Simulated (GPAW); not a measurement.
**Screening of a field by VSi2As4 monolayer**

Wanted: the out-of-plane polarisability of VSi2As4 monolayer.

Calculated with GPAW 26.7.0; GPAW, PAW setups; layer in a repeated cell with vacuum, relaxation of atoms and in-plane cell, in the first sound run; inputs show where later runs differ.

Most raw output is cut from this account.

### Step 1. The structure

The cell holds 7 atoms: 4 As, 2 Si and 1 V. Its edges and angles: a = 3.630 Å, b = 3.630 Å, c = 26.879 Å, α = 90.0°, β = 90.0°, γ = 120.0°. Vacuum lies along c.

Structure file:

```cif
data_structure
_symmetry_space_group_name_H-M 'P 1'
_symmetry_Int_Tables_number 1
_cell_length_a 3.6300
_cell_length_b 3.6300
_cell_length_c 26.8787
_cell_angle_alpha 90.000
_cell_angle_beta 90.000
_cell_angle_gamma 120.000
_cell_volume 306.73
loop_
_atom_site_label
_atom_site_type_symbol
_atom_site_fract_x
_atom_site_fract_y
_atom_site_fract_z
_atom_site_occupancy
As1 As 0.00000 0.00000 0.33484 1
Si2 Si 0.33333 0.66667 0.36319 1
As3 As 0.33333 0.66667 0.44615 1
V4 V 0.00000 0.00000 0.50000 1
As5 As 0.33333 0.66667 0.55385 1
Si6 Si 0.33333 0.66667 0.63681 1
As7 As 0.00000 0.00000 0.66516 1
```

### Step 2. Relaxation

The atoms are relaxed first, since the surface dipole, and with it the work function, follows the positions of the outer layers.

run.py

```python
import json
import numpy as np
from ase import Atoms
from ase.filters import FrechetCellFilter
from ase.optimize import BFGS
from gpaw import GPAW, PW

slab = Atoms(
    ['As', 'Si', 'As', 'V', 'As', 'Si', 'As'],
    positions=[
        [0.00000, 0.00000, 9.00000],
        [-0.00000, 2.09578, 9.76197],
        [-0.00000, 2.09578, 11.99197],
        [0.00000, 0.00000, 13.43935],
        [-0.00000, 2.09578, 14.88673],
        [-0.00000, 2.09578, 17.11673],
        [0.00000, 0.00000, 17.87870]],
    cell=[[3.63, 0.0, 0.0], [-1.815, 3.14367, 0.0], [0.0, 0.0, 26.8787]],
    pbc=[True, True, True],
    magmoms=[0.0, 0.0, 0.0, 1.0, 0.0, 0.0, 0.0])

slab.calc = GPAW(mode=PW(600), xc='PBE', kpts={'size': (9, 9, 1), 'gamma': True},
                 occupations={'name': 'fermi-dirac', 'width': 0.05}, nbands='200%',
                 convergence={'density': 1e-05}, maxiter=200,
                 symmetry={'tolerance': 1e-3}, txt='slab.txt')
result = {}
# The in-plane cell is free; stress needs a cell that repeats along all three vectors
path = []
opt = BFGS(FrechetCellFilter(slab, mask=[1, 1, 0, 0, 0, 1]), maxstep=0.2)
opt.attach(lambda: path.append((slab.get_potential_energy(), slab.positions.tolist(), slab.get_forces().tolist())))
result['relaxed'] = bool(opt.run(fmax=0.02, steps=45))
result['path'] = path
result['cell'] = slab.cell.tolist()
print('in-plane lattice', slab.cell.cellpar().round(4)[[0, 1, 5]])
energy = slab.get_potential_energy()
fermi = slab.calc.get_fermi_level()
v = slab.calc.get_electrostatic_potential().mean((0, 1)) - fermi
n = slab.calc.get_pseudo_density().mean((0, 1))
L = slab.cell[2, 2]
z = np.arange(len(v)) * L / len(v)
low, high = slab.positions[:, 2].min(), slab.positions[:, 2].max()
below, above = np.interp([low - 6.8, high + 6.8], z, v)
slopes = [np.interp(x, z, np.gradient(v, z)) for x in (low - 6.8, high + 6.8)]
eps = np.array([[slab.calc.get_eigenvalues(k, s) for k in range(len(slab.calc.get_ibz_k_points()))]
                for s in range(slab.calc.get_number_of_spins())]) - fermi
top, bottom = eps[eps < 0].max(), eps[eps > 0].min()
dipole = slab.get_dipole_moment()[2]
print(f'energy {energy:.4f} eV, Fermi level {fermi:.4f} eV, dipole {dipole:.5f} e A')
print(f'potential 6.8 A off the faces, from the Fermi level: lower {below:.4f} eV, upper {above:.4f} eV')
print(f'slope of the potential there: lower {slopes[0]:.5f}, upper {slopes[1]:.5f} eV/A')
print(f'nearest levels on the mesh: {top:.4f} and {bottom:.4f} eV')
print('magnetic moment', round(slab.get_magnetic_moment(), 3))
result.update(energy=energy, fermi=fermi, dipole=dipole, below=below, above=above, slopes=slopes, edges=[top, bottom],
              z=z.tolist(), v=v.tolist(), n=n.tolist(), positions=slab.positions.tolist(),
              forces=slab.get_forces(apply_constraint=False).tolist(), moments=slab.get_magnetic_moments().tolist())
json.dump(result, open('result.json', 'w'))
```

On the command line:

```console
$ OMP_NUM_THREADS=1 OPENBLAS_NUM_THREADS=1 python run.py
```

It took 38 min on 1 thread of Intel Xeon 6975P-C (Granite Rapids), shared host; peak memory 1 GiB.

Numbers from this step:

* dipole along the normal: -1.54e-4 e·Å
* levels nearest the Fermi level on the mesh: -0.08125, 0.07198 eV from the Fermi level
* site moments: -7.93e-4, 0.008710, -0.05038, 0.9191, -0.05038, 0.008710, -7.93e-4 μB
* sum of the site moments: 0.8342 μB

The electrostatic potential energy of an electron (without an applied field's), less the Fermi level, planar mean oscillates, so the rows of the table below give means over windows of 1 Å about each position, cut where the curve ends. Its maxima inside the range that stand out by 2 % of the span (Å: eV): 9.2: -9.38, 10.8: 2.06, 12.7: -4.77, 14.1: -4.74, 16.0: 2.06, 17.7: -9.38. Its minima: 8.6: -14.4, 9.6: -11.3, 12.0: -12.8, 13.4: -10.9, 14.9: -12.8, 17.3: -11.3, 18.3: -14.4.

Table of electrostatic potential energy of an electron (without an applied field's), less the Fermi level, planar mean by z; means over each step:

z (Å), electrostatic potential energy of an electron (without an applied field's), less the Fermi level, planar mean (eV) and a bar from the least value:
```
        0        5.0 ##############################
        1        5.0 ##############################
        2        5.0 ##############################
        3        5.0 ##############################
        4        5.0 ##############################
        5        5.0 ##############################
        6        4.9 ##############################
        7        4.1 ############################
        8       -5.2 ############
        9      -11.3 #
       10       -5.9 ##########
       11        0.6 ######################
       12       -9.6 ####
       13       -7.4 ########
       14       -6.9 #########
       15       -9.1 #####
       16        1.0 #######################
       17       -7.3 ########
       18      -11.6 
       19       -3.2 ###############
       20        4.4 #############################
       21        4.9 ##############################
       22        5.0 ##############################
       23        5.0 ##############################
       24        5.0 ##############################
       25        5.0 ##############################
       26        5.0 ##############################
```

The pseudo valence density, planar mean oscillates, so the rows of the table below give means over windows of 1 Å about each position, cut where the curve ends. Its maxima inside the range that stand out by 2 % of the span (Å: e/Å³): 8.1: 0.259, 9.1: 0.392, 11.6: 0.248, 13.4: 1.33, 15.3: 0.248, 17.8: 0.392, 18.8: 0.259. Its minima: 8.4: 0.185, 10.8: 0.127, 11.9: 0.167, 15.0: 0.167, 16.1: 0.127, 18.5: 0.185.

The pseudo valence density, planar mean by z; means over each step:

| z (Å) | pseudo valence density, planar mean (e/Å³) |
| --- | --- |
| 4 | 8.4e-6 |
| 5 | 1.4e-4 |
| 6 | 0.00234 |
| 7 | 0.0375 |
| 8 | 0.201 |
| 9 | 0.317 |
| 10 | 0.182 |
| 11 | 0.162 |
| 12 | 0.238 |
| 13 | 0.719 |
| 14 | 0.609 |
| 15 | 0.226 |
| 16 | 0.152 |
| 17 | 0.199 |
| 18 | 0.307 |
| 19 | 0.188 |
| 20 | 0.0268 |
| 21 | 0.00163 |
| 22 | 9.7e-5 |

Site moment by atom:

| atom | site moment (μB) |
| --- | --- |
| As1 | -0.001 |
| Si2 | 0.009 |
| As3 | -0.050 |
| V4 | 0.919 |
| As5 | -0.050 |
| Si6 | 0.009 |
| As7 | -0.001 |

The relaxation lowered the energy of the cell by 1.59 eV (energies extrapolated to zero smearing; the optimiser's log prints free energies). The largest force left on a free atom is 0.0082 eV/Å.

### Step 3. The slab's potential

With the geometry fixed, the planar mean of the potential gives the vacuum level on each side.

This step: GPAW, PAW setups; slab in vacuum (GPAW 26.7.0).

The cell differs from the one that the last finished run ended in (c 26.879 → 27.870 Å).

run.py: that of step 2 with these lines changed.

```diff
@@ -3,4 +3,2 @@
 from ase import Atoms
-from ase.filters import FrechetCellFilter
-from ase.optimize import BFGS
 from gpaw import GPAW, PW
@@ -11,25 +9,18 @@
         [0.00000, 0.00000, 9.00000],
-        [-0.00000, 2.09578, 9.76197],
-        [-0.00000, 2.09578, 11.99197],
-        [0.00000, 0.00000, 13.43935],
-        [-0.00000, 2.09578, 14.88673],
-        [-0.00000, 2.09578, 17.11673],
-        [0.00000, 0.00000, 17.87870]],
-    cell=[[3.63, 0.0, 0.0], [-1.815, 3.14367, 0.0], [0.0, 0.0, 26.8787]],
-    pbc=[True, True, True],
+        [-0.00000, 2.10247, 10.11776],
+        [-0.00000, 2.10247, 12.49730],
+        [0.00000, -0.00000, 13.93486],
+        [-0.00000, 2.10247, 15.37243],
+        [-0.00000, 2.10247, 17.75196],
+        [0.00000, -0.00000, 18.86973]],
+    cell=[[3.64159, -0.0, 0.0], [-1.82079, 3.15371, 0.0], [0.0, 0.0, 27.8697]],
+    pbc=[True, True, False],
     magmoms=[0.0, 0.0, 0.0, 1.0, 0.0, 0.0, 0.0])
 
-slab.calc = GPAW(mode=PW(600), xc='PBE', kpts={'size': (9, 9, 1), 'gamma': True},
+slab.calc = GPAW(mode=PW(400), xc='PBE', kpts={'size': (9, 9, 1), 'gamma': True},
                  occupations={'name': 'fermi-dirac', 'width': 0.05}, nbands='200%',
                  convergence={'density': 1e-05}, maxiter=200,
+                 poissonsolver={'dipolelayer': 'xy'},
                  symmetry={'tolerance': 1e-3}, txt='slab.txt')
 result = {}
-# The in-plane cell is free; stress needs a cell that repeats along all three vectors
-path = []
-opt = BFGS(FrechetCellFilter(slab, mask=[1, 1, 0, 0, 0, 1]), maxstep=0.2)
-opt.attach(lambda: path.append((slab.get_potential_energy(), slab.positions.tolist(), slab.get_forces().tolist())))
-result['relaxed'] = bool(opt.run(fmax=0.02, steps=45))
-result['path'] = path
-result['cell'] = slab.cell.tolist()
-print('in-plane lattice', slab.cell.cellpar().round(4)[[0, 1, 5]])
 energy = slab.get_potential_energy()
```

Elapsed: 89 s, on 1 thread; peak memory 0.37 GiB.

This step gave:

```
dipole along the normal                    : 3.80e-4 e·Å
levels nearest the Fermi level on the mesh : -0.08078, 0.07146 eV from the Fermi level
upper work function                        : 4.960 eV
lower work function                        : 4.968 eV
site moments                               : -7.81e-4, 0.008714, -0.05028, 0.9176, -0.05028, 0.008714, -7.81e-4 μB
sum of the site moments                    : 0.8329 μB
```

The electrostatic potential energy of an electron (without an applied field's), less the Fermi level, planar mean oscillates, so the rows of the table below give means over windows of 1.75 Å about each position, cut where the curve ends. Its maxima inside the range that stand out by 2 % of the span (Å: eV): 9.6: -9.39, 11.4: 2.05, 13.2: -4.71, 14.7: -4.71, 16.5: 2.05, 18.3: -9.40. Its minima: 9.1: -14.3, 10.0: -11.2, 12.5: -12.8, 13.9: -10.9, 15.4: -12.8, 17.9: -11.2, 18.8: -14.3.

The electrostatic potential energy of an electron (without an applied field's), less the Fermi level, planar mean by z; means over each step:

| z (Å) | electrostatic potential energy of an electron (without an applied field's), less the Fermi level, planar mean (eV) |
| --- | --- |
| 0.88 | 4.97 |
| 2.62 | 4.97 |
| 4.38 | 4.97 |
| 6.12 | 4.94 |
| 7.88 | 1.13 |
| 9.62 | -11.0 |
| 11.38 | -1.31 |
| 13.12 | -8.71 |
| 14.88 | -8.52 |
| 16.62 | -1.24 |
| 18.38 | -11.1 |
| 20.12 | 2.14 |
| 21.88 | 4.94 |
| 23.62 | 4.96 |
| 25.38 | 4.96 |
| 27.12 | 4.96 |

Table of pseudo valence density, planar mean by z:

z (Å), pseudo valence density, planar mean (e/Å³) and a bar:
```
        5       0.00 
        6       0.00 
        7       0.01 
        8       0.11 ###
        9       0.20 #####
       10       0.26 ######
       11       0.14 ###
       12       0.24 ######
       13       0.35 ########
       14       1.26 ##############################
       15       0.32 ########
       16       0.22 #####
       17       0.14 ###
       18       0.31 #######
       19       0.19 #####
       20       0.08 ##
       21       0.00 
       22       0.00 
       23       0.00
```

The potential is flat to 3.6e-5 eV/Å where it is read, so the vacuum is wide enough.

### Step 4. In a field

A uniform field along the normal polarises the slab; the atoms stay fixed, so this is the electronic response alone.

run.py: that of step 3 with these lines changed.

```diff
@@ -4,2 +4,3 @@
 from gpaw import GPAW, PW
+from gpaw.external import ConstantElectricField
 
@@ -23,2 +24,3 @@
                  poissonsolver={'dipolelayer': 'xy'},
+                 external=ConstantElectricField(-0.2, [0, 0, 1]),
                  symmetry={'tolerance': 1e-3}, txt='slab.txt')
```

Elapsed: 6.2 min, on 1 thread; peak memory 0.67 GiB.

This step gave:

* dipole along the normal: -0.1520 e·Å
* levels nearest the Fermi level on the mesh: -0.08091, 0.07083 eV from the Fermi level
* site moments: -6.90e-4, 0.008961, -0.05027, 0.9174, -0.05025, 0.008445, -8.62e-4 μB
* sum of the site moments: 0.8328 μB
* potential below the slab, the applied field's own ramp left out: 3.769 eV from the Fermi level
* potential above the slab, the applied field's own ramp left out: 6.165 eV from the Fermi level

The electrostatic potential energy of an electron (without an applied field's), less the Fermi level, planar mean oscillates, so the rows of the table below give means over windows of 1.81 Å about each position, cut where the curve ends. Its maxima inside the range that stand out by 2 % of the span (Å: eV): 9.6: -10.2, 11.4: 1.55, 13.2: -4.85, 14.7: -4.57, 16.5: 2.55, 18.3: -8.57, 26.5: 6.17. Its minima: 9.1: -15.2, 10.0: -12.0, 12.5: -13.1, 13.9: -10.9, 15.4: -12.5, 17.9: -10.5, 18.8: -13.4.

Electrostatic potential energy of an electron (without an applied field's), less the Fermi level, planar mean against z; means over each step:

z (Å), electrostatic potential energy of an electron (without an applied field's), less the Fermi level, planar mean (eV) and a bar from the least value:
```
     0.91        3.9 ##########################
     2.71        3.8 ##########################
     4.52        3.8 ##########################
     6.33        3.7 #########################
     8.14       -2.8 #############
     9.95       -9.8 
    11.76       -3.8 ###########
    13.57       -7.9 ####
    15.38       -6.4 ######
    17.20       -3.4 ############
    19.00       -6.8 ######
    20.81        5.7 #############################
    22.62        6.2 ##############################
    24.43        6.2 ##############################
    26.24        6.2 ##############################
```

The dipole is now -0.152 e Å, against 3.8e-4 in the run without a field.

### Step 5. Field on

run.py: that of step 4 with these lines changed.

```diff
@@ -24,3 +24,3 @@
                  poissonsolver={'dipolelayer': 'xy'},
-                 external=ConstantElectricField(-0.2, [0, 0, 1]),
+                 external=ConstantElectricField(-0.1, [0, 0, 1]),
                  symmetry={'tolerance': 1e-3}, txt='slab.txt')
```

The job ended after 6.5 min (1 thread; peak memory 0.67 GiB).

This step gave:

```
dipole along the normal                                         : -0.07602 e·Å
levels nearest the Fermi level on the mesh                      : -0.08078, 0.07109 eV from the Fermi level
site moments                                                    : -7.37e-4, 0.008841, -0.05028, 0.9175, -0.05027, 0.008583, -8.22e-4 μB
sum of the site moments                                         : 0.8329 μB
potential below the slab, the applied field's own ramp left out : 4.366 eV from the Fermi level
potential above the slab, the applied field's own ramp left out : 5.564 eV from the Fermi level
```

The electrostatic potential energy of an electron (without an applied field's), less the Fermi level, planar mean oscillates, so the rows of the table below give means over windows of 1.75 Å about each position, cut where the curve ends. Its maxima inside the range that stand out by 2 % of the span (Å: eV): 9.6: -9.81, 11.4: 1.80, 13.2: -4.78, 14.7: -4.64, 16.5: 2.30, 18.3: -8.98, 26.5: 5.56. Its minima: 9.1: -14.8, 10.0: -11.6, 12.5: -12.9, 13.9: -10.9, 15.4: -12.6, 17.9: -10.9, 18.8: -13.9.

The electrostatic potential energy of an electron (without an applied field's), less the Fermi level, planar mean by z; means over each step:

| z (Å) | electrostatic potential energy of an electron (without an applied field's), less the Fermi level, planar mean (eV) |
| --- | --- |
| 0.88 | 4.43 |
| 2.62 | 4.37 |
| 4.38 | 4.37 |
| 6.12 | 4.34 |
| 7.88 | 0.574 |
| 9.62 | -11.4 |
| 11.38 | -1.56 |
| 13.12 | -8.79 |
| 14.88 | -8.43 |
| 16.62 | -0.984 |
| 18.38 | -10.7 |
| 20.12 | 2.71 |
| 21.88 | 5.54 |
| 23.62 | 5.56 |
| 25.38 | 5.56 |
| 27.12 | 5.52 |

The dipole is now -0.0760 e Å, against 3.8e-4 in the run without a field.

### Step 6. Field on

run.py: that of step 5 with these lines changed.

```diff
@@ -24,3 +24,3 @@
                  poissonsolver={'dipolelayer': 'xy'},
-                 external=ConstantElectricField(-0.1, [0, 0, 1]),
+                 external=ConstantElectricField(-0.05, [0, 0, 1]),
                  symmetry={'tolerance': 1e-3}, txt='slab.txt')
```

The job ended after 6 min (1 thread; peak memory 0.66 GiB).

The electrostatic potential energy of an electron (without an applied field's), less the Fermi level, planar mean oscillates, so the rows of the table below give means over windows of 1.75 Å about each position, cut where the curve ends. Its maxima inside the range that stand out by 2 % of the span (Å: eV): 9.6: -9.60, 11.4: 1.93, 13.2: -4.74, 14.7: -4.67, 16.5: 2.18, 18.3: -9.19. Its minima: 9.1: -14.6, 10.0: -11.4, 12.5: -12.8, 13.9: -10.9, 15.4: -12.7, 17.9: -11.1, 18.8: -14.1.

Table of electrostatic potential energy of an electron (without an applied field's), less the Fermi level, planar mean by z; means over each step:

z (Å), electrostatic potential energy of an electron (without an applied field's), less the Fermi level, planar mean (eV) and a bar from the least value:
```
     0.88        4.7 #############################
     2.62        4.7 #############################
     4.38        4.7 #############################
     6.12        4.6 #############################
     7.88        0.9 ######################
     9.62      -11.2 
    11.38       -1.4 ##################
    13.12       -8.7 ####
    14.88       -8.5 #####
    16.62       -1.1 ##################
    18.38      -10.9 #
    20.12        2.4 #########################
    21.88        5.2 ##############################
    23.62        5.3 ##############################
    25.38        5.3 ##############################
    27.12        5.2 ##############################
```

### Step 7. In a field

run.py: that of step 6 with these lines changed.

```diff
@@ -24,3 +24,3 @@
                  poissonsolver={'dipolelayer': 'xy'},
-                 external=ConstantElectricField(-0.05, [0, 0, 1]),
+                 external=ConstantElectricField(0.05, [0, 0, 1]),
                  symmetry={'tolerance': 1e-3}, txt='slab.txt')
```

Wall time 6 min (1 thread); peak memory 0.67 GiB.

### Step 8. Field on

run.py: that of step 7 with these lines changed.

```diff
@@ -24,3 +24,3 @@
                  poissonsolver={'dipolelayer': 'xy'},
-                 external=ConstantElectricField(0.05, [0, 0, 1]),
+                 external=ConstantElectricField(0.1, [0, 0, 1]),
                  symmetry={'tolerance': 1e-3}, txt='slab.txt')
```

Run time: 6.5 min. Hardware: 1 thread; peak memory 0.66 GiB.

The dipole is now 0.0760 e Å, against 3.8e-4 in the run without a field.

### Step 9. Field on

run.py: that of step 8 with these lines changed.

```diff
@@ -24,3 +24,3 @@
                  poissonsolver={'dipolelayer': 'xy'},
-                 external=ConstantElectricField(0.1, [0, 0, 1]),
+                 external=ConstantElectricField(0.2, [0, 0, 1]),
                  symmetry={'tolerance': 1e-3}, txt='slab.txt')
```

Wall time 6.2 min (1 thread); peak memory 0.66 GiB.

The dipole is now 0.152 e Å, against 3.8e-4 in the run without a field.

(Continued in part 2 of 2.)

[Logs are printed without paths, hosts, clocks, repeated set-up lines and the standing remarks that a program may print on its own settings, such as how far it seeks lower states.]

[Hosts, paths, dates, database ids (printed as entryN), source tags and the programs' standing remarks are cut or masked in the printed files.]
